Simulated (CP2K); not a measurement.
Two runs for the C K edge of propiolic acid. Run A: CP2K XAS_TDP, all-electron GAPW, PBEh(45%), aug-cc-pVDZ, TDA, no relativity. Run B differs in one setting.

First lines with a strength over 0.0015. A:

| atom | energy (eV) | states | strength, one atom |
| --- | --- | --- | --- |
| C1 (bonded to C and H) | 281.12 | 1 | 0.0488 |
|  | 282.39 | 1 | 0.0490 |
|  | 285.13 | 1 | 0.0081 |
|  | 285.89 | 1 | 0.0030 |
|  | 286.53 | 1 | 0.0023 |
| C2 (bonded to 2 C) | 281.36 | 1 | 0.0245 |
|  | 282.08 | 1 | 0.0522 |
|  | 285.42 | 1 | 0.0343 |
|  | 286.46 | 1 | 0.0044 |
|  | 287.67 | 1 | 0.0027 |
| C3 (bonded to C and 2 O) | 283.61 | 1 | 0.0667 |
|  | 288.21 | 1 | 0.0088 |
|  | 289.70 | 1 | 0.0064 |
|  | 289.80 | 1 | 0.0189 |
|  | 290.49 | 1 | 0.0027 |

B:

| atom | energy (eV) | states | strength, one atom |
| --- | --- | --- | --- |
| C1 (bonded to C and H) | 287.24 | 1 | 0.0478 |
|  | 288.52 | 1 | 0.0480 |
|  | 291.26 | 1 | 0.0080 |
|  | 292.02 | 1 | 0.0029 |
|  | 292.66 | 1 | 0.0023 |
| C2 (bonded to 2 C) | 287.37 | 1 | 0.0240 |
|  | 288.09 | 1 | 0.0511 |
|  | 291.43 | 1 | 0.0336 |
|  | 292.47 | 1 | 0.0044 |
|  | 293.68 | 1 | 0.0026 |
| C3 (bonded to C and 2 O) | 290.36 | 1 | 0.0652 |
|  | 294.96 | 1 | 0.0086 |
|  | 296.44 | 1 | 0.0062 |
|  | 296.54 | 1 | 0.0185 |
|  | 297.23 | 1 | 0.0027 |

Question: Which was it: scalar relativity switched on, the basis, the functional, GW2X switched on?

GW2X switched on. GW2X shifts an atom's lines together and keeps their spacings. Against PBEh(45%) in aug-cc-pVDZ, the leading lines move by +6.12 eV (C1, to 287.24), +6.01 eV (C2, to 287.37) and +6.75 eV (C3, to 290.36).

[Hosts, paths, dates, database ids (printed as entryN), source tags and the programs' standing remarks are cut or masked in the printed files.]
